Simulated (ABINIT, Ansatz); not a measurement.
# BaTiB2O6 (R-3): one start, several treatments of the self-energy

Aim: compare treatments of exchange, screening and correlation for the gap of BaTiB2O6 (R-3).

Program: ABINIT 10.8.3. Level of theory: LDA and many-body steps on it, plane waves. Results are calculated unless marked as measured.

## 1. Starting point

Symmetry: R-3, No. 148, trigonal system. Conventional cell: a = 5.021 Å, b = 5.021 Å, c = 16.384 Å, α = 90.00°, β = 90.00°, γ = 120.00°. Ba has 12 O at 2.85 to 3.10 Å nearest. Nearest to Ti lie 6 O at 1.92 Å. B has 3 O at 1.37 Å nearest. Nearest to O lie 1 B at 1.37 Å and 1 Ti at 1.92 Å and 2 Ba at 2.85 to 3.10 Å. Farther neighbours and most contacts between anions are not listed.

The cell and positions come from the Crystallography Open Database and are kept as given unless a step says otherwise. Spin-orbit coupling is left out unless a step names it.

## 2. Empty states on the mesh, 2×2×2 mesh, 247 bands

This step: ABINIT 10.8.3; DFT, LDA, plane waves, norm-conserving pseudopotentials.

The sums over transitions need many empty states on a uniform mesh; this step solves for them.

Input file run.abi:

```
acell 3*1.0 Angstrom
rprim 
  2.510250000000 1.449293513209 5.461466666706
  -2.510250000000 1.449293513209 5.461466666706
  0.000000000000 -2.898587026491 5.461466666687
ntypat 4
znucl 56 22 5 8
natom 10
typat 1 2 3 3 4 4 4 4 4 4
xred 
  0.000000000000 0.000000000000 0.000000000000
  0.500000000000 0.500000000000 0.500000000000
  0.765800000000 0.765800000000 0.765800000000
  0.234200000000 0.234200000000 0.234200000000
  0.076700000000 0.577400000000 0.636400000000
  0.636400000000 0.076700000000 0.577400000000
  0.577400000000 0.636400000000 0.076700000000
  0.923300000000 0.422600000000 0.363600000000
  0.363600000000 0.923300000000 0.422600000000
  0.422600000000 0.363600000000 0.923300000000
pp_dirpath "pseudos"
pseudos "Ba.upf, Ti.upf, B.upf, O.upf"
ecut 38
ngkpt 2 2 2
nshiftk 1
shiftk 0 0 0
kptopt 1
chksymbreak 0
iscf -2
irdden 1
istwfk *1
nband 247
nbdbuf 22
tolwfr 1e-09
nstep 60
prtvol 0
indata_prefix "in"
outdata_prefix "out"
tmpdata_prefix "tmp"
```

Run with:

```console
$ OMP_NUM_THREADS=1 mpirun -n 4 abinit run.abi > log
```

Numbers of over 12 decimals in the logs are rounded to 6 here.

What it wrote:

```text
.Version 10.8.3 of ABINIT. v10.8.2 released Aug 2026.

 Symmetries : space group R-3 (#148); Bravais hR (rhombohedral)
[... echo of the input left out ...]
== DATASET  1 ==================================================================
-   mpi_nproc: 4, omp_nthreads: 1 (-1 if OMP is not activated)

--- !DatasetInfo
iteration_state: {dtset: 1, }
dimensions: {natom: 10, nkpt: 4, mband: 247, nsppol: 1, nspinor: 1, nspden: 1, mpw: 9034, }
cutoff_energies: {ecut:  38.0, pawecutdg:  -1.0, }
[...]
2.75493    2.75727    2.76656    2.76656    2.80127    2.80926    2.80926    2.81291
   2.86332    2.88297    2.90960    2.90961    2.92604    2.92605    2.92861    2.94302
   2.96143    2.96148    2.99227    3.02132    3.02282    3.02615    3.04461
 prteigrs : prtvol=0 or 1, do not print more k-points.

== END DATASET(S) ==============================================================
================================================================================

 -outvars: echo values of variables after computation  --------
            nband         247
             nkpt           4
          spgroup         148
 [... the other variables as echoed above ...]

 Calculation completed.
```

It took 5.2 min on 4 MPI ranks of Intel Xeon Platinum 8259CL at 2.50GHz (Skylake/Cascade Lake), shared host; peak memory 0.59 GiB.

This step gave:

- gap: 2.492 eV
- k of the valence top: 0.5, 0.5, 0.5
- k of the conduction bottom: 0, 0, 0
- least direct gap: 2.494 eV
- k points computed: 4
- lowest point of the top converged band, above the valence top: 71.2122 eV

On this mesh the gap is 2.492 eV.

The density comes from a self-consistent run that is not shown.

## 3. Screening, 2×2×2 mesh, 111 bands, screening to 114.3 eV

The RPA dielectric matrix is built and inverted for each q.

This step: RPA screening on LDA, plane waves, norm-conserving pseudopotentials.

Edit run.abi of step 2 so:

```diff
@@ -28,10 +28,11 @@
 chksymbreak 0
-iscf -2
-irdden 1
 istwfk *1
-nband 247
-nbdbuf 22
-tolwfr 1e-09
-nstep 60
-prtvol 0
+occopt 1
+irdwfk 1
+optdriver 3
+nband 111
+ecuteps 4.2
+inclvkb 2
+awtr 1
+symchi 1
 indata_prefix "in"
```

What it wrote:

```text
.Version 10.8.3 of ABINIT. v10.8.2 released Aug 2026.

 Symmetries : space group R-3 (#148); Bravais hR (rhombohedral)
[... echo of the input left out ...]
== DATASET  1 ==================================================================
-   mpi_nproc: 4, omp_nthreads: 1 (-1 if OMP is not activated)

--- !DatasetInfo
iteration_state: {dtset: 1, }
dimensions: {natom: 10, nkpt: 4, mband: 111, nsppol: 1, nspinor: 1, nspden: 1, mpw: 9034, }
cutoff_energies: {ecut:  38.0, pawecutdg:  -1.0, }
electrons: {nelect:   6.40000000E+01, charge:   0.00000000E+00, occopt:   1.00000000E+00, tsmear:   1.00000000E-02, }

 SCREENING: Calculation of the susceptibility and dielectric matrices

 Based on a program developped by R.W. Godby, V. Olevano, G. Onida, and L. Reining.
 Incorporated in ABINIT by V. Olevano, G.-M. Rignanese, and M. Torrent.
.Using double precision arithmetic ; gwpc =  8

[... cell and pseudopotentials left out ...]
--------------------------------------------------------------------------------

 ==== K-mesh for the wavefunctions ====
 Number of points in the irreducible wedge :     4
[... list of points left out ...]
 Together with  6 symmetry operations and time-reversal symmetry
 yields     8 points in the full Brillouin Zone.

 ==== Q-mesh for the screening function ====
 Number of points in the irreducible wedge :     4
[... list of points left out ...]
 Together with  6 symmetry operations and time-reversal symmetry
 yields     8 points in the full Brillouin Zone.

 setmesh: FFT mesh size selected  =    45x   45x   45
          total number of points  =        91125

 vcoul_init : cutoff-mode = AUXILIARY_FUNCTION
 q-points for optical limit:   1
     1)      0.000010    0.000020    0.000030

- screening: taking advantage of time-reversal symmetry
- Maximum band index for partially occupied states nbvw = 32
- Remaining bands to be divided among processors   nbcw = 79
- Number of bands treated by each node ~19

 Number of electrons calculated from density =   64.0000; Expected =   64.0000
 average of density, n =  0.079552
 r_s =    1.4424
 omega_plasma =   27.2070 [eV]

 calculating chi0 at frequencies [eV] :
  1    0.000000E+00    0.000000E+00
  2    0.000000E+00    2.720698E+01

--------------------------------------------------------------------------------
  q-point number  1        q = ( 0.000000, 0.000000, 0.000000) [r.l.u.]
--------------------------------------------------------------------------------
[... chi0 elements left out ...]
 For q-point:  0.000010 0.000020 0.000030
  dielectric constant =   4.2138
  dielectric constant without local fields =   4.6625

  Average fulfillment of the sum rule on Im[epsilon] for q-point    1 :     45.25  [%]
[... wings left out ...]
  q-point number  2        q = ( 0.500000, 0.000000, 0.000000) [r.l.u.]
--------------------------------------------------------------------------------
[... chi0 elements left out ...]
  Average fulfillment of the sum rule on Im[epsilon] for q-point    2 :     51.97  [%]

 [... 2 further q-points ...]
```

Wall time 2.2 min (4 MPI ranks); peak memory 1.9 GiB; 8.6 min of CPU time.

Numbers from this step:

```yaml
eps_infinity_with_local_fields_on_this_mesh_along_the_program_s_q_direction: 4.214
the_same_without_local_fields: 4.662
plasma_frequency: 27.21 eV
plane_waves_in_the_screening_matrix: 333
```

Local fields lower ε∞ by 10 %. On a Γ-centred mesh this coarse the value itself is usually too large, while a short band sum pulls it down.

## 4. G0W0, Godby-Needs plasmon pole

The self-energy is evaluated for the states that the input lists, and the levels follow from it, in one-shot runs by the linearised quasiparticle equation.

This step: G0W0 on LDA, plane waves, norm-conserving pseudopotentials.

Edit run.abi of step 3 so:

```diff
@@ -31,8 +31,17 @@
 irdwfk 1
-optdriver 3
+optdriver 4
 nband 111
+gwcalctyp 0
+ecutsigx 38
+symsigma 1
+nkptgw 2
+kptgw 
+  0.5000000000 0.5000000000 0.5000000000
+  0.0000000000 0.0000000000 0.0000000000
+bdgw 
+  31 35
+  31 35
 ecuteps 4.2
-inclvkb 2
-awtr 1
-symchi 1
+irdscr 1
+ppmodel 1
 indata_prefix "in"
```

What it wrote:

```text
.Version 10.8.3 of ABINIT. v10.8.2 released Aug 2026.

 Symmetries : space group R-3 (#148); Bravais hR (rhombohedral)
[... echo of the input left out ...]
== DATASET  1 ==================================================================
-   mpi_nproc: 4, omp_nthreads: 1 (-1 if OMP is not activated)

--- !DatasetInfo
iteration_state: {dtset: 1, }
dimensions: {natom: 10, nkpt: 4, mband: 111, nsppol: 1, nspinor: 1, nspden: 1, mpw: 9034, }
cutoff_energies: {ecut:  38.0, pawecutdg:  -1.0, }
electrons: {nelect:   6.40000000E+01, charge:   0.00000000E+00, occopt:   1.00000000E+00, tsmear:   1.00000000E-02, }

 SIGMA: Calculation of the GW corrections

 Based on a program developped by R.W. Godby, V. Olevano, G. Onida, and L. Reining.
 Incorporated in ABINIT by V. Olevano, G.-M. Rignanese, and M. Torrent.
.Using double precision arithmetic ; gwpc =  8

[... cell and pseudopotentials left out ...]
--------------------------------------------------------------------------------

 ==== K-mesh for the wavefunctions ====
 Number of points in the irreducible wedge :     4
[... list of points left out ...]
 Together with  6 symmetry operations and time-reversal symmetry
 yields     8 points in the full Brillouin Zone.

 ==== Q-mesh for screening function ====
 Number of points in the irreducible wedge :     4
[... list of points left out ...]
 Together with  6 symmetry operations and time-reversal symmetry
 yields     8 points in the full Brillouin Zone.

 vcoul_init : cutoff-mode = AUXILIARY_FUNCTION
 q-points for optical limit:   1
     1)      0.000010    0.000020    0.000030
 setmesh: FFT mesh size selected  =    72x   72x   72
          total number of points  =       373248

 Number of electrons calculated from density =   64.0000; Expected =   64.0000
 average of density, n =  0.079552
 r_s =    1.4424
 omega_plasma =   27.2070 [eV]

 === KS Band Gaps ===
  >>>> For spin  1
   Minimum direct gap =   2.4946 [eV], located at k-point      :   0.0000  0.0000  0.0000
   Fundamental gap    =   2.4918 [eV], Top of valence bands at :   0.5000  0.5000  0.5000
                                       Bottom of conduction at :   0.0000  0.0000  0.0000
 SIGMA fundamental parameters:
 PLASMON POLE MODEL  1
 number of plane-waves for SigmaX                 8981
 number of plane-waves for SigmaC and W            333
 number of plane-waves for wavefunctions          8981
 number of bands                                   111
 number of independent spin polarizations            1
 number of spinorial components                      1
 number of k-points in IBZ                           4
 number of q-points in IBZ                           4
 number of symmetry operations                       6
 number of k-points in BZ                            8
 number of q-points in BZ                            8
 number of frequencies for dSigma/dE                 9
 frequency step for dSigma/dE [eV]                0.25
 number of omega for Sigma on real axis              0
 max omega for Sigma on real axis  [eV]           0.00
 zcut for avoiding poles [eV]                     0.10

 EPSILON^-1 parameters (SCR file):
 dimension of the eps^-1 matrix on file            333
 dimension of the eps^-1 matrix used               333
 number of plane-waves for wavefunctions          8981
 number of bands                                   111
 number of q-points in IBZ                           4
 number of frequencies                               2
 number of real frequencies                          1
 number of imag frequencies                          1

 matrix elements of self-energy operator (all in [eV])

 Perturbative Calculation

--- !SelfEnergy_ee
iteration_state: {dtset: 1, }
kpoint     : [   0.500,    0.500,    0.500, ]
spin       : 1
KS_gap     :    2.514
QP_gap     :    5.019
Delta_QP_KS:    2.505
data: !SigmaeeData |
     Band     E0 <VxcDFT>   SigX SigC(E0)      Z dSigC/dE  Sig(E)    E-E0       E
       31   3.367 -19.786 -24.771   4.994   0.787  -0.271 -19.779   0.007   3.375
       32   3.753 -20.237 -25.167   5.014   0.787  -0.270 -20.171   0.065   3.819
       33   6.267 -19.181 -11.022  -4.908   0.791  -0.265 -16.610   2.571   8.838
       34   6.753 -20.705 -12.485  -4.797   0.781  -0.281 -18.032   2.673   9.425
       35   6.753 -20.705 -12.485  -4.797   0.781  -0.281 -18.032   2.673   9.425

--- !SelfEnergy_ee
iteration_state: {dtset: 1, }
kpoint     : [   0.000,    0.000,    0.000, ]
spin       : 1
KS_gap     :    2.495
QP_gap     :    5.054
Delta_QP_KS:    2.559
data: !SigmaeeData |
     Band     E0 <VxcDFT>   SigX SigC(E0)      Z dSigC/dE  Sig(E)    E-E0       E
       31   3.381 -19.874 -24.888   5.022   0.786  -0.272 -19.867   0.007   3.387
       32   3.750 -20.206 -25.121   5.002   0.787  -0.270 -20.137   0.069   3.820
       33   6.245 -19.517 -11.127  -5.056   0.788  -0.268 -16.889   2.628   8.874
       34   6.659 -20.467 -12.188  -4.863   0.782  -0.278 -17.794   2.673   9.331
       35   6.659 -20.467 -12.188  -4.863   0.782  -0.278 -17.794   2.673   9.331

== END DATASET(S) ==============================================================
================================================================================

 -outvars: echo values of variables after computation  --------
           etotal      0.0000000000E+00
            nband         111
             nkpt           4
          spgroup         148
 [... the other variables as echoed above ...]

 Calculation completed.
```

Run time: 25 s. Hardware: 4 MPI ranks; peak memory 1.8 GiB; 1.7 min of CPU time.

This step gave:

| Item | Value |
| --- | --- |
| G0W0 gap on the points computed | 5.018 eV |
| starting gap on the mesh | 2.492 eV |
| k of the valence top | 0, 0, 0 |
| k of the conduction bottom | 0.5, 0.5, 0.5 |
| Z at the valence top | 0.787 |
| Z at the conduction bottom | 0.791 |
| least direct G0W0 gap on the computed points | 5.019 eV |

The gap on the mesh goes from 2.49 eV to 5.02 eV, a correction of +2.53 eV.

## 5. G0W0, von der Linden-Horsch plasmon pole

Edit run.abi of step 4 so:

```diff
@@ -45,3 +45,3 @@
 irdscr 1
-ppmodel 1
+ppmodel 3
 indata_prefix "in"
```

What it wrote:

```text
.Version 10.8.3 of ABINIT. v10.8.2 released Aug 2026.

 Symmetries : space group R-3 (#148); Bravais hR (rhombohedral)
[... echo of the input left out ...]
== DATASET  1 ==================================================================
-   mpi_nproc: 4, omp_nthreads: 1 (-1 if OMP is not activated)

--- !DatasetInfo
iteration_state: {dtset: 1, }
dimensions: {natom: 10, nkpt: 4, mband: 111, nsppol: 1, nspinor: 1, nspden: 1, mpw: 9034, }
cutoff_energies: {ecut:  38.0, pawecutdg:  -1.0, }
electrons: {nelect:   6.40000000E+01, charge:   0.00000000E+00, occopt:   1.00000000E+00, tsmear:   1.00000000E-02, }

 SIGMA: Calculation of the GW corrections

 Based on a program developped by R.W. Godby, V. Olevano, G. Onida, and L. Reining.
 Incorporated in ABINIT by V. Olevano, G.-M. Rignanese, and M. Torrent.
.Using double precision arithmetic ; gwpc =  8

[... cell and pseudopotentials left out ...]
--------------------------------------------------------------------------------

 ==== K-mesh for the wavefunctions ====
 Number of points in the irreducible wedge :     4
[... list of points left out ...]
 Together with  6 symmetry operations and time-reversal symmetry
 yields     8 points in the full Brillouin Zone.

 ==== Q-mesh for screening function ====
 Number of points in the irreducible wedge :     4
[... list of points left out ...]
 Together with  6 symmetry operations and time-reversal symmetry
 yields     8 points in the full Brillouin Zone.

 vcoul_init : cutoff-mode = AUXILIARY_FUNCTION
 q-points for optical limit:   1
     1)      0.000010    0.000020    0.000030
 setmesh: FFT mesh size selected  =    72x   72x   72
          total number of points  =       373248

 Number of electrons calculated from density =   64.0000; Expected =   64.0000
[...]
number of omega for Sigma on real axis              0
 max omega for Sigma on real axis  [eV]           0.00
 zcut for avoiding poles [eV]                     0.10

 EPSILON^-1 parameters (SCR file):
 dimension of the eps^-1 matrix on file            333
 dimension of the eps^-1 matrix used               333
 number of plane-waves for wavefunctions          8981
 number of bands                                   111
 number of q-points in IBZ                           4
 number of frequencies                               2
 number of real frequencies                          1
 number of imag frequencies                          1

 matrix elements of self-energy operator (all in [eV])

 Perturbative Calculation

--- !SelfEnergy_ee
iteration_state: {dtset: 1, }
kpoint     : [   0.500,    0.500,    0.500, ]
spin       : 1
KS_gap     :    2.514
QP_gap     :    5.258
Delta_QP_KS:    2.744
data: !SigmaeeData |
     Band     E0 <VxcDFT>   SigX SigC(E0)      Z dSigC/dE  Sig(E)    E-E0       E
       31   3.367 -19.786 -24.771   4.955   0.859  -0.164 -19.812  -0.026   3.342
       32   3.753 -20.237 -25.167   5.011   0.858  -0.165 -20.168   0.069   3.822
       33   6.267 -19.181 -11.022  -4.906   0.864  -0.157 -16.368   2.813   9.080
[...]
--- !SelfEnergy_ee
iteration_state: {dtset: 1, }
kpoint     : [   0.000,    0.000,    0.000, ]
spin       : 1
KS_gap     :    2.495
QP_gap     :    5.311
Delta_QP_KS:    2.816
data: !SigmaeeData |
     Band     E0 <VxcDFT>   SigX SigC(E0)      Z dSigC/dE  Sig(E)    E-E0       E
[...]
34   6.659 -20.467 -12.188  -4.807   0.859  -0.164 -17.484   2.983   9.641
       35   6.659 -20.467 -12.188  -4.807   0.859  -0.164 -17.484   2.983   9.641

== END DATASET(S) ==============================================================
================================================================================

 -outvars: echo values of variables after computation  --------
           etotal      0.0000000000E+00
            nband         111
             nkpt           4
          spgroup         148
 [... the other variables as echoed above ...]

 Calculation completed.
```

Elapsed: 23 s, on 4 MPI ranks; peak memory 1.7 GiB.

This step gave:

| Quantity | Value |
| --- | --- |
| G0W0 gap on the points computed | 5.258 eV |
| starting gap on the mesh | 2.492 eV |
| k of the valence top | 0.5, 0.5, 0.5 |
| k of the conduction bottom | 0.5, 0.5, 0.5 |
| Z at the valence top | 0.858 |
| Z at the conduction bottom | 0.864 |
| least direct G0W0 gap on the computed points | 5.258 eV |

Against G0W0 in ABINIT (2×2×2 mesh, 111 bands, screening to 114.3 eV, Godby-Needs plasmon pole), the gap moves by +0.240 eV.

## 6. G0W0, Hybertsen-Louie plasmon pole

Edit run.abi of step 5 so:

```diff
@@ -45,3 +45,3 @@
 irdscr 1
-ppmodel 3
+ppmodel 2
 indata_prefix "in"
```

What it wrote:

```text
.Version 10.8.3 of ABINIT. v10.8.2 released Aug 2026.

 Symmetries : space group R-3 (#148); Bravais hR (rhombohedral)
[... echo of the input left out ...]
== DATASET  1 ==================================================================
-   mpi_nproc: 4, omp_nthreads: 1 (-1 if OMP is not activated)

--- !DatasetInfo
iteration_state: {dtset: 1, }
dimensions: {natom: 10, nkpt: 4, mband: 111, nsppol: 1, nspinor: 1, nspden: 1, mpw: 9034, }
cutoff_energies: {ecut:  38.0, pawecutdg:  -1.0, }
[...]
Band     E0 <VxcDFT>   SigX SigC(E0)      Z dSigC/dE  Sig(E)    E-E0       E
[...]
34   6.659 -20.467 -12.188  -4.432   0.861  -0.161 -17.155   3.312   9.970
       35   6.659 -20.467 -12.188  -4.432   0.861  -0.161 -17.155   3.312   9.970

== END DATASET(S) ==============================================================
================================================================================

 -outvars: echo values of variables after computation  --------
           etotal      0.0000000000E+00
            nband         111
             nkpt           4
          spgroup         148
 [... the other variables as echoed above ...]

 Calculation completed.
```

Elapsed: 26 s, on 4 MPI ranks; peak memory 1.8 GiB.

Numbers from this step:

| Item | Value |
| --- | --- |
| G0W0 gap on the points computed | 5.956 eV |
| starting gap on the mesh | 2.492 eV |
| k of the valence top | 0.5, 0.5, 0.5 |
| k of the conduction bottom | 0.5, 0.5, 0.5 |
| least direct G0W0 gap on the computed points | 5.956 eV |

Against G0W0 in ABINIT (2×2×2 mesh, 111 bands, screening to 114.3 eV, Godby-Needs plasmon pole), the gap moves by +0.938 eV.

(Continued in part 2 of 2.)

[Paths, hosts, dates, memory and timing lines, banners, echoed tables and standing remarks are left out of the program output.]

[Logs are printed without paths, hosts, clocks, repeated set-up lines and the standing remarks that a program may print on its own settings, such as how far it seeks lower states.]

[Runs of the session that timed out or met a known fault of the program may be left out.]

[No measured gap is set beside runs whose start may be inverted or whose files or cutoffs have a known fault.]

[Hosts, paths, dates, database ids (printed as entryN), source tags and the programs' standing remarks are cut or masked in the printed files.]

[G0W0 gaps are taken among the corrected bands and points alone; a level outside them can change the order at an edge.]

[Where Ansatz stands beside ABINIT at settings called matched, ABINIT's density can come from a denser mesh and the files from another edition; pairs whose starting gaps differed by over 0.03 eV were left out, so agreement reads better than it is.]
